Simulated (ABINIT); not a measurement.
# A GW chain in ABINIT: CsPbCl3 (Pm-3m)

Aim: the G0W0 gap of CsPbCl3 (Pm-3m) on PBE, step by step.

Method: PBE and many-body steps on it, plane waves, in ABINIT 10.8.3.

This is a report of a sequence of runs, with most program output left out.

## (1) Starting point

It takes space group Pm-3m (No. 221, cubic). Conventional cell: a = 5.605 Å, b = 5.605 Å, c = 5.605 Å, α = 90.00°, β = 90.00°, γ = 90.00°. Cs has 12 Cl at 3.96 Å nearest. Nearest to Pb lie 6 Cl at 2.80 Å. Cl has 2 Pb at 2.80 Å and 4 Cs at 3.96 Å nearest. Farther neighbours and most contacts between anions are not listed.

The cell and positions come from the Crystallography Open Database and are kept as given unless a step says otherwise. Spin-orbit coupling is left out unless a step names it.

## (2) Ground state

This step: ABINIT 10.8.3; DFT, PBE, plane waves, norm-conserving pseudopotentials.

The ground-state density comes first.

run.abi

```
acell 3*1.0 Angstrom
rprim 
  5.605000000000 0.000000000000 0.000000000000
  0.000000000000 5.605000000000 0.000000000000
  0.000000000000 0.000000000000 5.605000000000
ntypat 3
znucl 55 82 17
natom 5
typat 1 2 3 3 3
xred 
  0.000000000000 0.000000000000 0.000000000000
  0.500000000000 0.500000000000 0.500000000000
  0.500000000000 0.500000000000 0.000000000000
  0.000000000000 0.500000000000 0.500000000000
  0.500000000000 0.000000000000 0.500000000000
pp_dirpath "pseudos"
pseudos "Cs.upf, Pb.upf, Cl.upf"
ecut 32
ngkpt 4 4 4
nshiftk 1
shiftk 0 0 0
kptopt 1
chksymbreak 0
nband 32
occopt 1
tolvrs 1e-08
nstep 60
prtwf 0
indata_prefix "in"
outdata_prefix "out"
tmpdata_prefix "tmp"
```

Command:

```
> OMP_NUM_THREADS=1 mpirun -n 4 abinit run.abi > log
```

The job ended after 52 s (4 MPI ranks of Arm Neoverse V1, shared host; peak memory 0.42 GiB; 3.5 min of CPU time).

Numbers from this step:

```yaml
total_energy: -7690.9316 eV
gap: 1.932 eV
k_of_the_valence_top: 0.5, 0.5, 0.5
k_of_the_conduction_bottom: 0.5, 0.5, 0.5
least_direct_gap: 1.932 eV
pressure: 1.201 GPa
```

The gap is direct, at (0.500, 0.500, 0.500).

The cutoff was set for levels, not for stress, so the pressure can be off by some GPa.

## (3) Empty states on the mesh, 2×2×2 mesh, 202 bands

The sums over transitions need many empty states on a uniform mesh; this step solves for them.

Changes to run.abi since step 2:

```diff
@@ -18,3 +18,3 @@
 ecut 32
-ngkpt 4 4 4
+ngkpt 2 2 2
 nshiftk 1
@@ -23,7 +23,10 @@
 chksymbreak 0
-nband 32
-occopt 1
-tolvrs 1e-08
+iscf -2
+irdden 1
+istwfk *1
+nband 202
+nbdbuf 18
+tolwfr 1e-09
 nstep 60
-prtwf 0
+prtvol 0
 indata_prefix "in"
```

Wall time 1.8 min (4 MPI ranks); peak memory 0.53 GiB; 7.3 min of CPU time.

Numbers from this step:

| Property | Result |
| --- | --- |
| gap | 1.932 eV |
| k of the valence top | 0.5, 0.5, 0.5 |
| k of the conduction bottom | 0.5, 0.5, 0.5 |
| least direct gap | 1.932 eV |
| k points computed | 4 |
| lowest point of the top converged band, above the valence top | 46.75 eV |

On this mesh the gap is 1.932 eV.

## (4) Screening, 2×2×2 mesh, 184 bands, screening to 119.7 eV

The RPA dielectric matrix is built and inverted for each q.

This step: RPA screening on PBE, plane waves, norm-conserving pseudopotentials.

Changes to run.abi since step 3:

```diff
@@ -23,10 +23,11 @@
 chksymbreak 0
-iscf -2
-irdden 1
 istwfk *1
-nband 202
-nbdbuf 18
-tolwfr 1e-09
-nstep 60
-prtvol 0
+occopt 1
+irdwfk 1
+optdriver 3
+nband 184
+ecuteps 4.4
+inclvkb 0
+awtr 1
+symchi 1
 indata_prefix "in"
```

It took 32 s on 4 MPI ranks; peak memory 1.6 GiB; 2.1 min of CPU time.

This step gave:

```yaml
eps_infinity_with_local_fields_on_this_mesh_along_the_program_s_q_direction: 7.401
the_same_without_local_fields: 8.462
plasma_frequency: 20.18 eV
plane_waves_in_the_screening_matrix: 515
```

Local fields lower ε∞ by 13 %. On a Γ-centred mesh this coarse the value itself is usually too large, while a short band sum pulls it down.

## (5) Self-energy, 2×2×2 mesh, 184 bands, screening to 119.7 eV

The self-energy is evaluated for the states that the input lists, and the levels follow from it, in one-shot runs by the linearised quasiparticle equation.

This step: G0W0 on PBE, plane waves, norm-conserving pseudopotentials.

Changes to run.abi since step 4:

```diff
@@ -26,8 +26,17 @@
 irdwfk 1
-optdriver 3
+optdriver 4
 nband 184
+gwcalctyp 0
+ecutsigx 32
+symsigma 1
+nkptgw 2
+kptgw 
+  0.5000000000 0.5000000000 0.5000000000
+  0.0000000000 0.0000000000 0.0000000000
+bdgw 
+  23 29
+  24 29
 ecuteps 4.4
-inclvkb 0
-awtr 1
-symchi 1
+irdscr 1
+ppmodel 1
 indata_prefix "in"
```

It took 35 s on 4 MPI ranks; peak memory 1.7 GiB; 2.3 min of CPU time.

Numbers from this step:

```
G0W0 gap on the points computed              : 3.182 eV
starting gap on the mesh                     : 1.932 eV
k of the valence top                         : 0.5, 0.5, 0.5
k of the conduction bottom                   : 0.5, 0.5, 0.5
Z at the valence top                         : 0.796
Z at the conduction bottom                   : 0.824
least direct G0W0 gap on the computed points : 3.182 eV
```

The gap on the mesh goes from 1.93 eV to 3.18 eV, a correction of +1.25 eV.

Limits: finite bands, cutoff and mesh; screening head approximate; no spin-orbit coupling; coarse k mesh. v1 is the top filled band, c1 the lowest empty one. The levels before and after the correction (eV, zero at the valence-band top of each column):

```
           conduction bottom  valence top
Kohn-Sham               1.93         0.00
     G0W0               3.18         0.00
```

```csv
,level,energy (eV)
Kohn-Sham,(0.5 0.5 0.5) v4-v2,-2.214
Kohn-Sham,(0.5 0.5 0.5) v1,0.000
Kohn-Sham,(0.5 0.5 0.5) c1-c3,1.932
G0W0,(0.5 0.5 0.5) v4-v2,-2.732
G0W0,(0.5 0.5 0.5) v1,0.000
G0W0,(0.5 0.5 0.5) c1-c3,3.182
```

## (6) Where the time went

Times are wall times on 4 MPI ranks of Arm Neoverse V1, shared host, good to a factor of about two.

```
                    step     time  share  memory (GiB)
            ground state     52 s   23 %          0.42
empty states on the mesh  1.8 min   48 %          0.53
               screening     32 s   14 %           1.6
             self-energy     35 s   15 %           1.7
```

## (7) Results

```json
{
  "PBE gap": "1.93 eV, direct",
  "G0W0 gap on the mesh": "3.18 eV",
  "GW settings": "2×2×2 mesh, 184 bands, screening to 119.7 eV, Godby-Needs plasmon pole",
  "known limits": "not at the basis limit; screening head approximate; no spin-orbit coupling; coarse k mesh"
}
```

**Reading.** G0W0 moves the gap on the mesh from 1.93 eV to 3.18 eV (+1.25 eV), with Z of 0.80 and 0.82 at the edges. Local fields lower the RPA ε∞ on this mesh from 8.46 to 7.40; a Γ-centred mesh this coarse tends to raise both, most where the direct gap is narrow, while a short band sum lowers them. Only 2 of the mesh's irreducible points were corrected, so a valley elsewhere could overtake. The dearest step here is «empty states on the mesh». Bands and cutoff are finite, so the gap is not at the basis limit. The miss can reach some tenths of an eV and take either sign; the mesh is an error of its own. In the G0W0 run levels were corrected at 2 k points alone, so a gap called «on the mesh» is the least over those, and an edge elsewhere would be missed. The 2×2×2 mesh is coarse for this cell, which bears on the long-range parts of exchange and screening. Where an edge is built on 6p states of lead, bismuth or thallium, scalar-relativistic gaps usually stand too wide, by a few tenths to over one eV. This is the ideal cubic cell; many perovskites, halides above all, are cubic only on average, and local tilts or off-centring can widen the gap. The long-wavelength limit of the screening leaves out the non-local commutator, which shifts ε∞. The many-body steps are scalar-relativistic: spin-orbit coupling is not in them.

[Paths, hosts, dates, memory and timing lines, banners, echoed tables and standing remarks are left out of the program output.]

[Logs are printed without paths, hosts, clocks, repeated set-up lines and the standing remarks that a program may print on its own settings, such as how far it seeks lower states.]

[Runs of the session that timed out or met a known fault of the program may be left out.]

[Hosts, paths, dates, database ids (printed as entryN), source tags and the programs' standing remarks are cut or masked in the printed files.]

[G0W0 gaps are taken among the corrected bands and points alone; a level outside them can change the order at an edge.]

[Where Ansatz stands beside ABINIT at settings called matched, ABINIT's density can come from a denser mesh and the files from another edition; pairs whose starting gaps differed by over 0.03 eV were left out, so agreement reads better than it is.]
